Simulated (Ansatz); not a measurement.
## LiCaCl3 (model cell, started as cubic perovskite with Ca in the octahedra): a soft mode frozen in

Wanted: the energy along a soft mode of LiCaCl3 (model cell, started as cubic perovskite with Ca in the octahedra) and the structure at the end.

Method: DFT PBEsol, scalar-relativistic, plane waves, PAW; PAW set soft_1, in Ansatz 0.2.0.

Report form: the programs' logs are mostly left out.

The structure was built from a prototype and need not be the compound's stable phase.

## (1) Starting point

The structure is cubic, space group Pm-3m (No. 221). Conventional cell: a = 5.267 Å, b = 5.267 Å, c = 5.267 Å, α = 90.00°, β = 90.00°, γ = 90.00°. Nearest to Li lie 12 Cl at 3.72 Å. Nearest to Ca lie 6 Cl at 2.63 Å. Nearest to Cl lie 2 Ca at 2.63 Å. Farther neighbours and most contacts between anions are not listed.

## (2) The dispersion

The cell comes from relaxations at this level that are not shown. Stability and thermal properties need the whole zone. Linear response on a 2×2×2 q mesh gives force constants as far as a supercell of that size would, and the tensors from the zone-centre run are typed in so that the long-range dipole term is interpolated apart.

input.yaml reads:

```yaml
crystal:
  lattice:
    - [5.2669287819, 0.0, 0.0]
    - [0.0, 5.2669287819, 0.0]
    - [0.0, 0.0, 5.2669287819]
  atoms:
    - { symbol: Li, position: [0.0, 0.0, 0.0] }
    - { symbol: Ca, position: [0.5, 0.5, 0.5] }
    - { symbol: Cl, position: [0.5, 0.5, 0.0] }
    - { symbol: Cl, position: [0.5, 0.0, 0.5] }
    - { symbol: Cl, position: [0.0, 0.5, 0.5] }
kpoints:
  mp_grid: { grid: [4, 4, 4] }
hamiltonian:
  xc: pbesol
  pseudopotentials: { kind: paw, azcp: { folder: soft_1 }, xc_functional: pbe }
scf:
  occupations: { method: fixed }
output:
  eigenvalues: true
phonons:
  method: dfpt
  qmesh: [2, 2, 2]
  temperatures: { t_max: 1000, t_step: 50 }
  qpath:
    path:
      - [[0.0, 0.0, 0.0], [0.0, 0.5, 0.0], [0.5, 0.5, 0.0], [0.0, 0.0, 0.0], [0.5, 0.5, 0.5], [0.0, 0.5, 0.0]]
      - [[0.5, 0.5, 0.5], [0.5, 0.5, 0.0]]
    npoints: 10
  non_analytic_term:
    high_frequency_dielectric_tensor: [[2.6363, 0.0, 0.0], [0.0, 2.6363, 0.0], [0.0, 0.0, 2.6363]]
    born_effective_charges:
      - { species: Li, tensor: [[1.3468, 0.0, 0.0], [0.0, 1.3468, 0.0], [0.0, 0.0, 1.3468]] }
      - { species: Ca, tensor: [[2.3743, 0.0, 0.0], [0.0, 2.3743, 0.0], [0.0, 0.0, 2.3743]] }
      - { species: Cl, tensor: [[-0.8776, 0.0, 0.0], [0.0, -0.8776, 0.0], [0.0, 0.0, -1.9659]] }
      - { species: Cl, tensor: [[-0.8776, 0.0, 0.0], [0.0, -1.9659, 0.0], [0.0, 0.0, -0.8776]] }
      - { species: Cl, tensor: [[-1.9659, 0.0, 0.0], [0.0, -0.8776, 0.0], [0.0, 0.0, -0.8776]] }
    source: "zone-centre run at this cell"
```

The run is started by

```sh
$ ansatz run input.yaml --threads 4 --pin off --max-ram 16384MiB --backend cpu --events-out ev --progress --plain --runs-dir out
```

Wall time 53 s (4 threads of Arm Neoverse V1, shared host); peak memory 0.64 GiB.

A gap read on the k-mesh alone can miss the band edges.

This step gave:

* gap on the k-mesh: 3.738 eV
* volume per atom: 29.22 Å³
* sum-rule residual before enforcement: 1.29e-4 eV/Å²
* lowest frequency on the path: -180.7 cm⁻¹
* point group: m-3m
* highest frequency on the path or at a solved wavevector: 360.8 cm⁻¹
* highest optical mode at the zone centre (no LO-TO term): 301.0 cm⁻¹
* lowest optical zone-centre mode: -180.7 cm⁻¹
* lowest mode on the q mesh (acoustic modes at Γ apart): -180.7 cm⁻¹

Frequencies (cm⁻¹) solved at each irreducible wavevector; negative means imaginary. Frequencies by wavevector, by row:

```csv
q in reciprocal lattice units,star,mode 1,mode 2,mode 3,mode 4,mode 13,mode 14,mode 15
0 0 0,1,-180.7,-180.7,-180.7,-42.1,301,301,301
0 0 -0.5,3,-171.2,-171.2,-43.3,-43.3,286.3,300.7,300.7
0 -0.5 -0.5,3,-160.5,-160.5,-157.9,-86.3,254.6,286.5,300.4
-0.5 -0.5 -0.5,1,-178.3,-178.3,-178.3,-86.5,244.6,244.6,294.8
```

Interpolated from a 2×2×2 q mesh, with the LO-TO term (at Γ the limit along the path; where Γ stands inside the path, tables give the limit on arrival). The phonon branches at the labelled points (cm⁻¹):

```csv
point,branch 1,branch 2,branch 3,branch 4,branch 12,branch 13,branch 14,branch 15
Γ,-181,-181,-60,-42,116,301,301,361
halfway,-176,-176,-40,-40,166,301,301,338
X,-171,-171,-43,-43,249,286,301,301
halfway,-166,-165,-119,-68,252,261,301,310
M,-160,-160,-158,-86,255,255,286,300
halfway,-171,-164,-105,-60,170,284,301,335
Γ,-181,-181,-60,-42,116,301,301,361
halfway,-168,-168,-123,-65,175,284,284,333
R,-178,-178,-178,-86,245,245,245,295
halfway,-172,-162,-145,-73,250,256,285,316
X,-171,-171,-43,-43,249,286,301,301
jump to R,-178,-178,-178,-86,245,245,245,295
halfway,-169,-169,-169,-86,249,249,269,306
M,-160,-160,-158,-86,255,255,286,300
```

Symmetry leaves 4 wavevectors to solve. The lowest mode among them, the acoustic zeros apart, lies at Γ and is imaginary, 180.7i cm⁻¹, so the energy falls along it.

## (3) The mode frozen in, largest atomic shift 0 Å

The mode followed lies at Γ with frequency 180.7i cm⁻¹ and is 3-fold degenerate, the softest among the wavevectors solved. At small amplitude the distorted cell has space group no. 99 by a symmetry search on the positions. The undistorted cell that holds it gives the zero of energy on the same k mesh.

input.yaml, the sections that differ from step 2:

```yaml
scf:
  occupations: { method: gaussian, width: 0.02 }
output:
  forces: true
  stress: true
  eigenvalues: true
# crystal, kpoints, hamiltonian: as in step 2
# phonons: removed
```

The job ended after 0.87 s (4 threads; peak memory 0.37 GiB; 2.9 s of CPU time).

Numbers from this step:

```
pressure                         : -0.005524 GPa
energy from the undistorted cell : 0 meV/atom
```

At this level the gap is 3.74 eV on the k-mesh of the self-consistent run, which can miss the band edges.

## (4) The mode frozen in, largest atomic shift 0.6 Å

The atoms are moved along the unstable eigenvector, the largest shift by 0.6 Å, with the cell fixed.

input.yaml, the sections that differ from step 3:

```yaml
crystal:
  lattice:
    - [5.2669287819, 0.0, 0.0]
    - [0.0, 5.2669287819, 0.0]
    - [0.0, 0.0, 5.2669287819]
  atoms:
    - { symbol: Li, position: [0.0, -0.1139183811, 0.0] }
    - { symbol: Ca, position: [0.5, 0.4979877442, 0.5] }
    - { symbol: Cl, position: [0.5, 0.5126058177, 0.0] }
    - { symbol: Cl, position: [0.5, -0.0006350275, 0.5] }
    - { symbol: Cl, position: [0.0, 0.5126058177, 0.5] }
# kpoints, hamiltonian, scf, output: as in step 3
```

Elapsed: 1.9 s, on 4 threads; peak memory 0.36 GiB; 7.1 s of CPU time.

Numbers from this step:

| Quantity | Value |
| --- | --- |
| pressure | 0.007304 GPa |
| gap on the k-mesh | 3.918 eV |
| energy from the undistorted cell | -31.07 meV/atom |

The energy, extrapolated to zero smearing, is -31.07 meV/atom against the undistorted cell.

The run ends at a pressure of 0.01 GPa, with forces up to 0.42 eV/Å.

## (5) Energy along the mode, all amplitudes (two of the runs are shown above)

An imaginary frequency means negative curvature, so the energy should fall and then rise again as anharmonic terms take over.

Numbers from this step:

| Property | Result |
| --- | --- |
| depth at the lowest point sampled | 31.07 meV/atom |
| largest atomic shift at that point | 0.6 Å |

The energy from the parent by largest atomic shift:

```csv
largest atomic shift (Å),energy from the parent (meV/atom)
0.000,0
0.040,-0.15
0.080,-0.6
0.140,-1.83
0.220,-4.49
0.320,-9.39
0.450,-18.1
0.600,-31.1
```

Displacement at unit largest shift by atom:

```csv
atom,x (Å),y (Å),z (Å),size
Li1,0.00,-1.00,0.00,1.00
Ca2,0.00,-0.02,0.00,0.02
Cl3,0.00,0.11,0.00,0.11
Cl4,0.00,-0.01,0.00,0.01
Cl5,0.00,0.11,0.00,0.11
```

The lowest of the steps tried is the last one, at 0.6 Å, 31.1 meV/atom below the parent; the bottom of the well need not coincide with a step.

## (6) Relaxing from the distorted cell

Starting from the lowest point found, all atoms and the cell are let go, so that strain and other modes of the same symmetry can join in.

input.yaml, as its differences from that of step 4:

```diff
@@ -17,3 +17,3 @@
 scf:
-  occupations: { method: gaussian, width: 0.02 }
+  occupations: { method: fixed }
 output:
@@ -22 +22,6 @@
   eigenvalues: true
+relax:
+  adjacent_minimum: "off"
+  f_tol: 0.002
+  max_steps: 120
+  cell: { stress_tol: 0.03 }
```

Elapsed: 29 s, on 4 threads; peak memory 0.41 GiB; 1.8 min of CPU time.

Step by step:

```csv
step,energy less that of the first step (eV),largest force component (eV/Å),pressure (GPa),volume (Å³)
1,0.0000,0.4197,0.01,146.11
2,-0.1354,0.5022,-0.14,147.00
3,-0.2760,0.4926,-0.17,147.42
4,-0.4076,0.4038,0.04,146.50
5,-0.4962,0.2524,0.01,147.08
6,-0.5441,0.1288,0.18,147.24
7,-0.5637,0.0554,-0.14,149.43
8,-0.5712,0.0208,-0.19,150.49
9,-0.5739,0.0164,-0.02,149.77
10,-0.5747,0.0103,0.00,149.81
11,-0.5752,0.0051,0.00,149.93
12,-0.5750,0.0535,-0.03,150.13
13,-0.5753,0.0026,0.00,149.92
14,-0.5753,0.0033,0.00,149.95
15,-0.5753,0.0007,0.00,149.96
16,-0.5753,0.0001,0.00,149.95
17*,-0.5754,0.0001,0.00,149.95
```

Relaxation steps marked * repeat the geometry before them on a plane-wave basis chosen anew for their cell, so energy and pressure can jump there. Relaxation step 12 was tried and not accepted.

Forces are held to the 8 operations that the run works with; a distortion that breaks them can't arise in this run.

```csv
cell as run,before,after,change
a (Å),5.267,5.327,+1.1 %
b (Å),5.267,5.283,+0.3 %
c (Å),5.267,5.327,+1.1 %
volume (Å³/atom),29.22,29.99,+2.6 %
```

The atoms that moved most (Å, as changes of fractional coordinates times the final cell):

```csv
atom,dx,dy,dz,length
Li1,0.000,-1.608,0.000,1.608
Ca2,0.000,0.442,0.000,0.442
Cl4,0.000,0.435,0.000,0.435
Cl3,0.000,0.365,0.000,0.365
Cl5,0.000,0.365,0.000,0.365
```

This step gave:

```
pressure          : -2.93e-4 GPa
gap on the k-mesh : 4.452 eV
volume per atom   : 29.99 Å³
```

The distorted start has space group P4mm; the relaxation ends in P4/mmm.

## (7) The new phase in its own primitive cell

The relaxed structure is symmetrised, reduced to its primitive cell and relaxed tightly, as its phonons need.

input.yaml, the sections that differ from step 6:

```yaml
crystal:
  lattice:
    - [5.3274646243, 0.0, 0.0]
    - [0.0, 5.3274646243, 0.0]
    - [0.0, 0.0, 5.2833260665]
  atoms:
    - { symbol: Li, position: [0.0, 0.0, 0.0] }
    - { symbol: Ca, position: [0.5, 0.5, 0.0] }
    - { symbol: Cl, position: [0.5, 0.0, 0.0] }
    - { symbol: Cl, position: [0.5, 0.5, 0.5] }
    - { symbol: Cl, position: [0.0, 0.5, 0.0] }
relax:
  adjacent_minimum: "off"
  f_tol: 0.001
  max_steps: 60
  cell: { stress_tol: 0.01 }
# kpoints, hamiltonian, scf, output: as in step 6
```

Elapsed: 2.7 s, on 4 threads; peak memory 0.43 GiB; 10 s of CPU time.

Little changed from the start: no atom moved by 0.005 Å and no cell edge by 0.1 %.

Numbers from this step:

```
direct gap on mesh : 4.639 eV
```

The forces vanish by symmetry and the pressure is 0.000 GPa, within the tolerances set. The cell now holds 29.99 Å³/atom.

## (8) Modes of the new phase

A relaxed structure may still be a saddle point, so its zone-centre modes are computed. The response to a homogeneous field gives the Born charges and the dielectric tensor.

input.yaml, as its differences from that of step 7:

```diff
@@ -19,9 +19,6 @@
 output:
-  forces: true
-  stress: true
   eigenvalues: true
-relax:
-  adjacent_minimum: "off"
-  f_tol: 0.001
-  max_steps: 60
-  cell: { stress_tol: 0.01 }
+phonons:
+  method: dfpt
+  dielectric: true
+  rigid_motions: translations
```

It took 44 s on 4 threads; peak memory 0.83 GiB.

Numbers from this step:

* sum-rule residual before enforcement: 3.97e-4 eV/Å²
* miss of the charge sum rule: 0.009101 e
* estimated error of the dielectric tensor: 0.005268
* estimated error of the Born charges: 0.01605 e
* point group: 4/mmm
* highest optical mode at the zone centre (no LO-TO term): 288.1 cm⁻¹
* lowest optical zone-centre mode: -75.62 cm⁻¹
* mean high-frequency dielectric constant: 2.461
* largest Born charge (third of the trace): 2.39 e
* top of the zone-centre spectrum with the field: 353.1 cm⁻¹

Without the LO-TO term. Patterns of degenerate modes are one choice out of their space. Modes at Γ, with each element's share of the kinetic energy (negative means imaginary):

```csv
mode,frequency (cm⁻¹),symmetry,Li %,Ca %,Cl %
1,-75.6,Eu,54,2,44
2,-75.6,Eu,54,2,44
3,0.0,acoustic,5,26,69
4,0.0,acoustic,5,26,69
5,0.0,acoustic,5,26,69
6,21.5,A2u,35,29,36
7,53.0,Eu,9,5,86
8,53.0,Eu,9,5,86
9,64.4,B2u,0,0,100
10,127.9,A2u,60,8,32
11,141.2,Eu,32,28,40
12,141.2,Eu,32,28,40
13,268.6,A2u,0,37,63
14,288.1,Eu,0,39,61
15,288.1,Eu,0,39,61
```

Displacements in mode 2 (-75.6 cm⁻¹), the largest set to 1:
```
Li1 -0.01  1.00  0.00
Ca2  0.00  0.09  0.00
Cl3  0.00  0.06  0.00
Cl4  0.00  0.03  0.00
Cl5  0.00 -0.39  0.00
```

Displacements in mode 14 (288.1 cm⁻¹), the largest set to 1:
```
Li1  0.00 -0.06  0.00
Ca2  0.00 -0.75  0.00
Cl3  0.00  1.00  0.00
Cl4  0.00 -0.07  0.00
Cl5  0.00 -0.07  0.00
```

Optical modes at the zone centre, without and with the macroscopic field of the longitudinal modes; each column is sorted by frequency, so a row need not hold one and the same mode. Modes with and without the field, by row:

```csv
rank among optical modes,no field (cm⁻¹),"q along (1, 0, 0) (cm⁻¹)","q along (0, 0, 1) (cm⁻¹)"
1,-75.6,-75.6,-75.6
2,-75.6,21.5,-75.6
3,21.5,32.9,21.8
4,53,53,53
5,53,64.4,53
6,64.4,127.9,64.4
7,127.9,133.8,141.2
8,141.2,141.2,141.2
9,141.2,167.8,156.4
10,268.6,268.6,288.1
11,288.1,288.1,288.1
12,288.1,353.1,341
```

Born charge (rows field, columns displacement) (e), principal values of the symmetric part by kind of site:

```csv
atom,atoms with these values,low,middle,high,mean
Li1,1,0.68,1.36,1.36,1.13
Ca2,1,2.29,2.29,2.59,2.39
Cl3,2,-1.78,-1.16,-0.51,-1.15
Cl4,1,-2.24,-0.72,-0.72,-1.23
```

In full for Cl3:

```
-1.16  0.00  0.00
 0.00 -1.78  0.00
 0.00  0.00 -0.51
```

High-frequency dielectric tensor:

```
2.47 0.00 0.00
0.00 2.47 0.00
0.00 0.00 2.45
```

Transverse modes; imaginary modes are left out. Infrared lines, with heights relative to the strongest:

```csv
position (cm⁻¹),label,relative intensity
22,A2u,0.1
53,Eu,25
64,B2u,0.0
128,A2u,26
141,Eu,4.4
269,A2u,69
288,Eu,100
```

Before it was imposed, the acoustic sum rule was missed by 4.0e-4 eV/Å² and the charge sum rule by 0.0091 e. Small misses are needed for a sound result but don't prove that mesh and cutoff are converged. The lowest optical mode is imaginary, 75.6i cm⁻¹, so the energy falls along it.

## (9) Summary of results

| Property | Result |
| --- | --- |
| unstable mode of the parent | q = (0, 0, 0), 181i cm⁻¹ |
| depth at the lowest point sampled | 31.1 meV/atom |
| largest atomic shift at that point | 0.6 Å |
| space group reached (within 0.01 Å) | P4/mmm |
| energy gained over the parent (first relaxation, on the mesh of the frozen mode) | 146 meV/atom |
| volume per atom, phase reached | 30.0 Å³ |
| gap on the k-mesh, phase reached | 4.45 eV |
| lowest optical zone-centre mode, phase reached | -75.6 cm⁻¹ |
| highest optical mode at the zone centre (no LO-TO term), phase reached | 288 cm⁻¹ |

**Reading.** Along this mode the structure falls into P4/mmm, 146 meV/atom below the parent. At the parent's cell the well is 31.07 meV/atom deep on the steps tried, with its lowest point at a shift of 0.6 Å. That is the last step tried, so the steps alone don't bracket the bottom of the well. Relaxing atoms and cell changes the gain by +115.08 meV/atom against the lowest step (energies at zero smearing). Most of the total comes from this relaxation. The new phase still has an imaginary mode at the zone centre of its cell, so it is a saddle point on the way to a lower structure. Of the 6 patterns followed to their end from this parent, this one ends 89.0 meV/atom above the lowest, Imma. Each path keeps the symmetry of its pattern, so a lower phase may lie along a pattern not tried. The PAW files were made for PBE and serve the other functionals too. The starting cell was built on a prototype and not taken from a measurement, so the phase need not exist.

[Logs are printed without paths, hosts, clocks, repeated set-up lines and the standing remarks that a program may print on its own settings, such as how far it seeks lower states.]

[Hosts, paths, dates, database ids (printed as entryN), source tags and the programs' standing remarks are cut or masked in the printed files.]
